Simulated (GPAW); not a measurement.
# How TaN absorbs and reflects light

Aim: the dielectric function of TaN, and the optical constants that follow from it.

Method: DFT, PBE, plane-wave PAW (GPAW data sets), scalar-relativistic, RPA, optical limit, in GPAW 26.7.0.

**1. Starting point**

It takes space group Fm-3m (No. 225, cubic). The conventional cell has a = 4.358 Å, b = 4.358 Å, c = 4.358 Å, α = 90.00°, β = 90.00°, γ = 90.00°. Ta has 6 N at 2.18 Å nearest. Nearest to N lie 6 Ta at 2.18 Å. Farther neighbours and most contacts between anions are not listed.

**2. Ground state**

The self-consistent density comes first; it also tells whether there is a gap, which decides the occupations and the need for a Drude term.

This step: DFT, PBE, plane-wave PAW (GPAW data sets), scalar-relativistic, ground state (GPAW 26.7.0).

File gs.py:

```python
from ase import Atoms
from ase.dft.bandgap import bandgap
from gpaw import GPAW, PW, FermiDirac

atoms = Atoms(['Ta', 'N'],
              cell=[[0.000000000000, 2.179000000000, 2.179000000000],
                    [2.179000000000, 0.000000000000, 2.179000000000],
                    [2.179000000000, 2.179000000000, 0.000000000000]],
              scaled_positions=[[0.500000000000, 0.500000000000, 0.500000000000],
                                [0.000000000000, 0.000000000000, 0.000000000000]],
              pbc=[True, True, True])
atoms.calc = GPAW(mode=PW(500), xc='PBE', kpts={'size': (9, 9, 9), 'gamma': True},
                  occupations=FermiDirac(0.05), maxiter=150, txt='gs.txt')
print('energy (eV)', atoms.get_potential_energy())
print('Fermi level (eV)', atoms.calc.get_fermi_level())
print('valence electrons', atoms.calc.get_number_of_electrons())
print('gap (eV)', bandgap(atoms.calc, output=None)[0])
print('direct gap (eV)', bandgap(atoms.calc, direct=True, output=None)[0])
atoms.calc.write('gs.gpw')
```

Command:

```console
> OMP_NUM_THREADS=1 python gs.py
```

Numbers of over 12 decimals in the logs are rounded to 6 here.

The log of the run:

```text
__  _  _
 | _ |_)|_||  |
 |__||  | ||/\| - 26.7.0

Versions:
  Python: 3.12.14
  ASE:    3.29.0
  Numpy:  2.5.5
  Scipy:  1.18.1
  Libxc:  7.0.0

Input parameters:
  mode=PW(ecut=500.0),
  kpts=MonkhorstPack(size=(9, 9, 9), gamma=True),
  maxiter=150,
  occupations=Occupations(name='fermi-dirac', width=0.05, fixmagmom=False),
  xc=XC(name='PBE')

Diagonalizing LCAO Hamiltonian
Converting LCAO to pw mode

              Ta

       N

Atoms  # Å, Bohr magnetons
|   | symbol |        x |        y |        z |    initial magnetic moments |
| 0 |     Ta | 2.179000 | 2.179000 | 2.179000 | ( 0.0000,  0.0000,  0.0000) |
| 1 |      N | 0.000000 | 0.000000 | 0.000000 | ( 0.0000,  0.0000,  0.0000) |

Unit cell  # Å
| periodic |        x |        y |        z |  lengths |    angles |
|      yes | 0.000000 | 2.179000 | 2.179000 | 3.081571 | 60.000000 |
|      yes | 2.179000 | 0.000000 | 2.179000 | 3.081571 | 60.000000 |
|      yes | 2.179000 | 2.179000 | 0.000000 | 3.081571 | 60.000000 |

Number of symmetries: 48
Symmetry operations  # r_c * U_cc + t_c -> r_c
|    | kind |            matrix            |
|  0 |  σ   |  1, 0, 0,  1, 0,-1,  1,-1, 0 |
|  1 |  C2  |  1, 0, 0,  1,-1, 0,  1, 0,-1 |
|  2 |  E   |  1, 0, 0,  0, 1, 0,  0, 0, 1 |
|  3 |  σ   |  1, 0, 0,  0, 0, 1,  0, 1, 0 |
|  4 |  C4  |  1, 0,-1,  1, 0, 0,  1,-1, 0 |
|  5 |  S6  |  1, 0,-1,  1,-1, 0,  1, 0, 0 |
|  6 |  σ   |  1, 0,-1,  0, 1,-1,  0, 0,-1 |
|  7 |  C3  |  1, 0,-1,  0, 0,-1,  0, 1,-1 |
|  8 |  S6  |  1,-1, 0,  1, 0, 0,  1, 0,-1 |
|  9 |  C4  |  1,-1, 0,  1, 0,-1,  1, 0, 0 |
| 10 |  C3  |  1,-1, 0,  0,-1, 1,  0,-1, 0 |
| 11 |  σ   |  1,-1, 0,  0,-1, 0,  0,-1, 1 |
| 12 |  σ   |  0, 1, 0,  1, 0, 0,  0, 0, 1 |
| 13 |  C4  |  0, 1, 0,  0, 1,-1, -1, 1, 0 |
| 14 |  C3  |  0, 1, 0,  0, 0, 1,  1, 0, 0 |
| 15 |  S6  |  0, 1, 0, -1, 1, 0,  0, 1,-1 |
| 16 |  C2  |  0, 1,-1,  1, 0,-1,  0, 0,-1 |
| 17 |  σ   |  0, 1,-1,  0, 1, 0, -1, 1, 0 |
| 18 |  S4  |  0, 1,-1,  0, 0,-1,  1, 0,-1 |
| 19 |  C4  |  0, 1,-1, -1, 1, 0,  0, 1, 0 |
| 20 |  C3  |  0, 0, 1,  1, 0, 0,  0, 1, 0 |
| 21 |  σ   |  0, 0, 1,  0, 1, 0,  1, 0, 0 |
| 22 |  S6  |  0, 0, 1,  0,-1, 1, -1, 0, 1 |
| 23 |  C4  |  0, 0, 1, -1, 0, 1,  0,-1, 1 |
| 24 |  S4  |  0, 0,-1,  1, 0,-1,  0, 1,-1 |
| 25 |  C3  |  0, 0,-1,  0, 1,-1,  1, 0,-1 |
| 26 |  C2  |  0, 0,-1,  0,-1, 0, -1, 0, 0 |
| 27 |  S6  |  0, 0,-1, -1, 0, 0,  0,-1, 0 |
| 28 |  S4  |  0,-1, 1,  1,-1, 0,  0,-1, 0 |
| 29 |  C4  |  0,-1, 1,  0, 0, 1, -1, 0, 1 |
| 30 |  C2  |  0,-1, 1,  0,-1, 0,  1,-1, 0 |
| 31 |  σ   |  0,-1, 1, -1, 0, 1,  0, 0, 1 |
| 32 |  C3  |  0,-1, 0,  1,-1, 0,  0,-1, 1 |
| 33 |  S6  |  0,-1, 0,  0, 0,-1, -1, 0, 0 |
| 34 |  S4  |  0,-1, 0,  0,-1, 1,  1,-1, 0 |
| 35 |  C2  |  0,-1, 0, -1, 0, 0,  0, 0,-1 |
| 36 |  C2  | -1, 1, 0,  0, 1, 0,  0, 1,-1 |
| 37 |  S6  | -1, 1, 0,  0, 1,-1,  0, 1, 0 |
| 38 |  S4  | -1, 1, 0, -1, 0, 1, -1, 0, 0 |
| 39 |  C3  | -1, 1, 0, -1, 0, 0, -1, 0, 1 |
| 40 |  S6  | -1, 0, 1,  0, 0, 1,  0,-1, 1 |
| 41 |  C2  | -1, 0, 1,  0,-1, 1,  0, 0, 1 |
| 42 |  C3  | -1, 0, 1, -1, 1, 0, -1, 0, 0 |
| 43 |  S4  | -1, 0, 1, -1, 0, 0, -1, 1, 0 |
| 44 |  C2  | -1, 0, 0,  0, 0,-1,  0,-1, 0 |
| 45 |  i   | -1, 0, 0,  0,-1, 0,  0, 0,-1 |
| 46 |  σ   | -1, 0, 0, -1, 1, 0, -1, 0, 1 |
| 47 |  C2  | -1, 0, 0, -1, 0, 1, -1, 1, 0 |

BZ-sampling:
  Number of BZ points: 729
  Number of IBZ points: 35

  Monkhorst-Pack size: [9, 9, 9]
  Monkhorst-Pack shift: [0, 0, 0]

K-points  # in reciprocal-cell coordinates
|     |                                coordinates |     weight |
|   0 | (  0.00000000,   0.00000000,   0.00000000) | 0.00137174 |
|   1 | (  0.11111111,   0.11111111,   0.00000000) | 0.00823045 |
|   2 | (  0.11111111,   0.11111111,   0.11111111) | 0.01097394 |
|   3 | (  0.22222222,   0.11111111,   0.11111111) | 0.01646091 |
|   4 | (  0.22222222,   0.22222222,   0.00000000) | 0.00823045 |
|   5 | (  0.22222222,   0.22222222,   0.11111111) | 0.03292181 |
|   6 | (  0.22222222,   0.22222222,   0.22222222) | 0.01097394 |
|   7 | (  0.33333333,   0.22222222,   0.11111111) | 0.03292181 |
|   8 | (  0.33333333,   0.22222222,   0.22222222) | 0.03292181 |
|   9 | (  0.33333333,   0.33333333,  -0.33333333) | 0.01646091 |
| ... |                                            |            |
|  34 | (  0.44444444,   0.44444444,   0.44444444) | 0.01097394 |

Plane wave coefficients: 534
Cutoff: 500.0 eV

Spin-components: 1 (collinear spins)
Bands:           15
Projectors:      11
Spin-degeneracy: 2
Datatype:        complex128

Parallelization:
  kpt:    1
  domain: 1
  band:   1

Density:
  Valence electrons: 18.0
  Components: 1
  Grid points: [16 16 16]
  Charge: 0.0  # |e|

Potential:
  Grid points: [16 16 16]

species:
  Ta:
    name:    Tantalum
    id:
    Z:       73.0
    valence: 13
    core:    60
    charge:  0.0  # [|e|]
    compensation charges:
      type: gauss
      rc: 0.42  # [Å]
      lmax: 2
    cutoffs:
      filter: 2.36  # [Å]
      core: 3.45  # [Å]
    projectors
    | kind |    occ | energy [eV] | rcut [Å] |
    |   5s |  2.000 |     -72.790 |    1.365 |
    |   6s |  2.000 |      -5.429 |    1.365 |
    |   5p |  6.000 |     -39.427 |    1.349 |
    |   6p |  0.000 |      -1.396 |    1.349 |
    |   5d |  3.000 |      -3.603 |    1.307 |
    |    d |        |      23.609 |    1.307 |

    Using partial waves for Ta as LCAO basis

  N:
    name:    Nitrogen
    id:
    Z:       7.0
    valence: 5
    core:    2
    charge:  0.0  # [|e|]
    compensation charges:
      type: gauss
      rc: 0.18  # [Å]
      lmax: 2
    cutoffs:
      filter: 1.11  # [Å]
      core: 0.96  # [Å]
    projectors
    | kind |    occ | energy [eV] | rcut [Å] |
    |   2s |  2.000 |     -18.583 |    0.603 |
    |   2p |  3.000 |      -7.089 |    0.529 |
    |    s |        |       8.629 |    0.603 |
    |    p |        |      20.123 |    0.529 |
    |    d |        |       0.000 |    0.577 |

    Using partial waves for N as LCAO basis

Reference energy: -425654.162905  # eV

eigensolver:
  PPCG
  Converge bands: occupied
  niter=2

density mixing:
  MSR1-Mixer
  Pratt-step length: 0.05
  Maximum mixing coefficient: 0.75
  Old densities: 10
  SVD Regularization: 0.005
  Good broyden scale: 1.0
  Trust region scale: 1.0
  Backstep threshold: 4.0
  History deletion threshold: 6.0
  Fourier metric: weight=20.0, sigma=0.015

occupation numbers:
  Fermi-Dirac:
    width: 0.0500  # eV

poisson solver:
  ecut: 4000.0  # eV

xc functional:
  name: PBE with 2 nearest neighbor stencil

convergence criteria:
- Maximum [total energy] change in last 3 cyles: 0.0005 eV / valence electron
- Maximum integral of absolute [dens]ity change: 0.0001 electrons / valence electron
- Maximum integral of absolute [eigenst]ate change: 4e-08 eV^2 / valence electron
maximum number of iterations: 150

SCF iterations
|iter     |      energy | eigst |  dens |
|iter:   1||  -20.899002 | +0.32 |       |
|iter:   2||  -20.442023 | -2.00 | -0.96 |
|iter:   3||  -19.337732 | -0.93 | -1.03 |
|iter:   4||  -19.345728 | -2.85 | -1.74 |
|iter:   5||  -19.353080 | -3.11 | -1.95 |
|iter:   6||  -19.353045c| -4.74 | -3.01 |
|iter:   7||  -19.353057c| -6.69 | -3.59 |
|iter:   8||  -19.353058c| -7.24 | -4.15c|
|iter:   9||  -19.353058c| -9.09c| -5.38c|

Converged in 9 steps
SCF loop duration: 4.376 s (0.486 s/step)
Energy contributions relative to reference atoms: (reference = -425654.162905)

Energy contributions:
  Kinetic:          20.694560
  Coulomb:         -19.523865
  Zero:             -0.203051
  External:          0.000000
  Xc:              -20.317048
  Entropy:          -0.007309
  Spinorbit:         0.000000
  ----------------------------
  Free energy:     -19.356713
  Extrapolated:    -19.353058

dipole moment: (-10.842818, -10.842818, -10.842818)  # |e|*Ang

Fermi level: 15.933
Eigenvalues  # (at kpt = [0.000, 0.000, 0.000])
| band index |      eig [eV] | occ [0-2] |
|          0 |       -53.257 |     2.000 |
|        ... |               |           |
|          3 |       -19.695 |     2.000 |
|          4 |        -3.079 |     2.000 |
|          5 |        12.144 |     2.000 |
|          6 |        12.144 |     2.000 |
|          7 |        12.145 |     2.000 |
|          8 |        13.878 |     2.000 |
|          9 |        13.878 |     2.000 |
|         10 |        13.878 |     2.000 |
|         11 |        16.125 |     0.042 |
|         12 |        16.125 |     0.042 |
|         13 |        17.756 |     0.000 |
|         14 |        40.597 |     0.000 |

No gap
No difference between direct/indirect transitions

--- standard output ---
energy (eV) -19.353058
Fermi level (eV) 15.932700
valence electrons 18.0
gap (eV) 0.0
direct gap (eV) 0.0
```

The job ended after 7.5 s (1 thread of Intel Xeon Platinum 8375C at 2.90GHz (Ice Lake), shared host; peak memory 0.13 GiB).

This step gave:

```
energy       : -19.35 eV
Fermi energy : 15.93 eV
electrons    : 18
```

There are states at the Fermi level within the smearing, so the occupations stay smeared and the carriers get a Drude term.

**3. Bands for the response**

The response needs many more empty bands than the density does.

This step: DFT, PBE, plane-wave PAW (GPAW data sets), scalar-relativistic, bands at fixed density (GPAW 26.7.0).

File nscf.py:

```python
from ase.dft.bandgap import bandgap
from gpaw import GPAW, FermiDirac

calc = GPAW('gs.gpw').fixed_density(kpts={'size': (20, 20, 20), 'gamma': True}, nbands=28, convergence={'bands': 22},
                                    occupations=FermiDirac(0.05), txt='nscf.txt')
print('gap (eV)', bandgap(calc, output=None)[0])
print('direct gap (eV)', bandgap(calc, direct=True, output=None)[0])
print('top band over the Fermi level (eV)', min(calc.get_eigenvalues(kpt=k)[21] for k in range(len(calc.get_ibz_k_points()))) - calc.get_fermi_level())
calc.write('full.gpw', mode='all')
```

Command:

```console
> OMP_NUM_THREADS=1 python nscf.py
```

The log of the run:

```text
Diagonalizing LCAO Hamiltonian
Converting LCAO to pw mode
convergence criteria:
- Maximum integral of absolute [eigenst]ate change: 4e-08 eV^2 / valence electron
maximum number of iterations: 150

SCF iterations
|iter     |      energy | eigst |  dens |
|iter:   1||             | +2.70 |       |
|iter:   2||             | +0.64 |       |
|iter:   3||             | -1.28 |       |
|iter:   4||             | -3.18 |       |
|iter:   5||             | -5.05 |       |
|iter:   6||             | -6.84 |       |
|iter:   7||             | -7.95c|       |
SCF steps: 7
  __  _  _
 | _ |_)|_||  |
 |__||  | ||/\| - 26.7.0

Versions:
  Python: 3.12.14
  ASE:    3.29.0
  Numpy:  2.5.5
  Scipy:  1.18.1
  Libxc:  7.0.0

Input parameters:
  mode=PW(ecut=500.0),
  convergence={'bands': 22},
  gpts=array([16, 16, 16]),
  kpts=MonkhorstPack(size=(20, 20, 20), gamma=True),
  maxiter=150,
  nbands=28,
  occupations=Occupations(name='fermi-dirac', width=0.05, fixmagmom=False),
  parallel={},
  xc=XC(name='PBE')

--- standard output ---
gap (eV) 0.0
direct gap (eV) 0.0
top band over the Fermi level (eV) 27.433688
```

Wall time 38 s (1 thread); peak memory 0.23 GiB.

**4. Dielectric function, RPA**

Transitions between filled and empty bands, summed over the zone, give the optical response, so mesh, band count and broadening shape it.

The induced potential is part of this response.

This step: DFT, PBE, plane-wave PAW (GPAW data sets), scalar-relativistic, RPA, optical limit (GPAW 26.7.0).

File df.py:

```python
from gpaw.response.df import DielectricFunction

df = DielectricFunction('full.gpw', frequencies={'type': 'nonlinear', 'domega0': 0.03, 'omega2': 8},
                        ecut=50,
                        eta=0.15,
                        nbands=22,
                        rate=0.05,
                        txt='df.txt')
for direction in ['x']:
    df.get_dielectric_function(xc='RPA', direction=direction, filename=f'df_{direction}.csv')
```

Command:

```console
> OMP_NUM_THREADS=1 python df.py
```

The log of the run:

```text
Using integrator: PointIntegrator
NonLinearFrequencyDescriptor(from 0.000 to 101.651 eV, 542 points)
Nonperiodic BCs:  [False False False]
Using integrator: PointIntegrator
NonLinearFrequencyDescriptor(from 0.000 to 101.651 eV, 542 points)
Nonperiodic BCs:  [False False False]
Using integrator: PointIntegrator

Calculating chi0 body with:
    Ground state adapter containing:
    Number of spins: 1
    Number of kpoints: 8000
    Number of irreducible kpoints: 256
    Number of completely occupied states: 8
    Number of partially occupied states: 13

    Linear response parametrization:
    q_c: [0.0, 0.0, 0.0]
    Number of frequency points: 542
    Planewave cutoff: 50.0
    Number of bands: 22
    Number of planewaves: 15
    Broadening (eta): 0.15

Integrating chi0 body.

Symmetries of q_c:
    Direct symmetries (Uq -> q): 48
    Indirect symmetries (TUq -> q): 0
In total 48 allowed symmetries.

256 groups of equivalent kpoints. 96.8% reduction.

Integral kind: spectral function

Calculating chi0 optical extensions with:
    Ground state adapter containing:
    Number of spins: 1
    Number of kpoints: 8000
    Number of irreducible kpoints: 256
    Number of completely occupied states: 8
    Number of partially occupied states: 13

    Linear response parametrization:
    Number of frequency points: 542
    Planewave cutoff: 50.0
    Number of bands: 22
    Number of planewaves: 15
    Broadening (eta): 0.15
Integrating chi0 head and wings.

Symmetries of q_c:
    Direct symmetries (Uq -> q): 48
    Indirect symmetries (TUq -> q): 0
In total 48 allowed symmetries.

256 groups of equivalent kpoints. 96.8% reduction.

Integral kind: spectral function wings

Calculating drude chi0 with:
    Number of frequency points:542
    Plasma frequency decay rate: 0.05 eV

    Ground state adapter containing:
    Number of spins: 1
    Number of kpoints: 8000
    Number of irreducible kpoints: 256
    Number of completely occupied states: 8
    Number of partially occupied states: 13

Symmetries of q_c:
    Direct symmetries (Uq -> q): 48
    Indirect symmetries (TUq -> q): 0
In total 48 allowed symmetries.

256 groups of equivalent kpoints. 96.8% reduction.

Integral kind: intraband
Plasma frequency:
[[9.4+0.j 0. -0.j 0. +0.j]
 [0. -0.j 9.4+0.j 0. -0.j]
 [0. -0.j 0. -0.j 9.4+0.j]]
```

It took 14 s on 1 thread; peak memory 0.24 GiB.

This step gave:

```
main peak of the optical conductivity above 1 eV, first axis : 9.957 eV
```

The Im ε, E ∥ x by photon energy; read off at these points:

```csv
photon energy (eV),"Im ε, E ∥ x"
0.5,146
1.0,20.5
1.5,9.75
2.0,5.73
2.5,4.29
3.0,2.37
3.5,2.29
4.0,2.71
4.5,3.25
5.0,3.77
5.5,4.17
6.0,5.21
6.5,5.92
7.0,6.46
7.5,6.97
8.0,6.85
8.5,7.17
9.0,6.77
9.5,6.51
10.0,6.79
10.5,5.78
11.0,5.81
11.5,5.41
12.0,5.14
12.5,3.74
13.0,2.39
13.5,1.84
```

Table of Re ε, E ∥ x by photon energy:

```csv
photon energy (eV),"Re ε, E ∥ x"
0.5,-396
1.0,-99.8
1.5,-43.4
2.0,-22.4
2.5,-12.7
3.0,-6.84
3.5,-3.00
4.0,-0.0876
4.5,1.55
5.0,2.34
5.5,3.39
6.0,3.50
6.5,3.52
7.0,2.76
7.5,2.29
8.0,2.47
8.5,1.66
9.0,0.514
9.5,0.0656
10.0,-0.462
10.5,-1.24
11.0,-0.960
11.5,-1.62
12.0,-2.73
12.5,-3.22
13.0,-2.95
13.5,-2.07
```

Values under 1 per cm are given as 1. Absorption coefficient, E ∥ x against photon energy:

```csv
photon energy (eV),"absorption coefficient, E ∥ x (1/cm)"
0.492,1.0e6
1.010,1.0e6
1.486,1.0e6
1.985,9.7e5
2.508,9.1e5
3.018,8.0e5
3.510,6.5e5
3.980,4.8e5
4.516,4.7e5
4.981,5.2e5
5.515,5.6e5
6.021,7.2e5
6.494,8.5e5
6.985,1.0e6
7.496,1.2e6
8.026,1.3e6
8.516,1.5e6
9.023,1.6e6
9.483,1.7e6
10.026,1.9e6
10.519,2.0e6
11.029,2.1e6
11.479,2.2e6
12.023,2.5e6
12.504,2.6e6
13.000,2.4e6
13.512,2.1e6
```

The refractive index n and extinction k by photon energy:

```csv
photon energy (eV),n,k
0.5,3.60,20.2
1.0,1.02,10.0
1.5,0.735,6.63
2.0,0.601,4.77
2.5,0.594,3.61
3.0,0.447,2.65
3.5,0.622,1.84
4.0,1.14,1.18
4.5,1.60,1.01
5.0,1.84,1.02
5.5,2.09,0.996
6.0,2.21,1.18
6.5,2.28,1.30
7.0,2.21,1.46
7.5,2.19,1.59
8.0,2.21,1.55
8.5,2.12,1.69
9.0,1.91,1.77
9.5,1.81,1.79
10.0,1.78,1.91
10.5,1.53,1.89
11.0,1.57,1.85
11.5,1.42,1.91
12.0,1.24,2.07
12.5,0.926,2.02
13.0,0.651,1.84
13.5,0.591,1.56
```

The loss function −Im 1/ε at q → 0, E ∥ x by energy loss; read off at these points:

energy loss (eV), loss function −Im 1/ε at q → 0, E ∥ x and a bar:
```
     0.50      0.001 
     1.00      0.002 
     1.50      0.005 
     2.00      0.011 #
     2.50      0.024 ##
     3.00      0.045 ###
     3.50      0.161 ############
     3.89      0.403 ##############################
     4.00      0.369 ###########################
     4.50      0.251 ###################
     5.00      0.192 ##############
     5.50      0.144 ###########
     6.00      0.132 ##########
     6.50      0.125 #########
     7.00      0.131 ##########
     7.50      0.130 ##########
     8.00      0.129 ##########
     8.50      0.132 ##########
     9.00      0.147 ###########
     9.50      0.154 ###########
    10.00      0.146 ###########
    10.50      0.165 ############
    11.00      0.168 ############
    11.50      0.170 #############
    12.00      0.152 ###########
    12.50      0.153 ###########
    13.00      0.166 ############
    13.50      0.240 ##################
```

At chosen wavelengths:

```csv
wavelength (nm),n,k,R (%),1/α
1550,1.41,12.744,96.6,9.7 nm
1064,0.94,8.516,95.1,9.9 nm
800,0.68,6.384,93.8,10.0 nm
633,0.62,4.877,90.6,10 nm
365,0.61,1.976,62.6,15 nm
308,1.16,1.179,23.3,21 nm
193,2.27,1.259,26.0,12 nm
```

In reflection the computed colour is near white: x = 0.319, y = 0.334, luminous reflectivity 88 %.

**5. Results**

```
main peak of the optical conductivity above 1 eV, first axis : 9.96 eV
```

At this level (PBE, RPA) TaN is a metal; it reflects 88 % at 550 nm. In reflection the computed colour is near white: x = 0.319, y = 0.334, luminous reflectivity 88 %. The carriers' damping of 0.05 eV is typed, not computed; it shapes the response at the lowest energies. Spin-orbit coupling is left out although heavy atoms are present. The sum runs over mesh points, so small or evenly spaced maxima can still be ripples of the mesh. In this version of GPAW the matrix elements of the optical limit are incomplete, which can lower ε − 1 by up to a tenth where first-row anions or d states rule, and shift it by more in d metals. GPAW's carrier term has the form −ωp²/(ω + i·rate)², which damps like twice the rate and fails at low energy, so the curves leave the lowest energies out.

[Machine, clock and banner lines and Python warnings are left out of the logs.]

[Logs are printed without paths, hosts, clocks, repeated set-up lines and the standing remarks that a program may print on its own settings, such as how far it seeks lower states.]

[Hosts, paths, dates, database ids (printed as entryN), source tags and the programs' standing remarks are cut or masked in the printed files.]
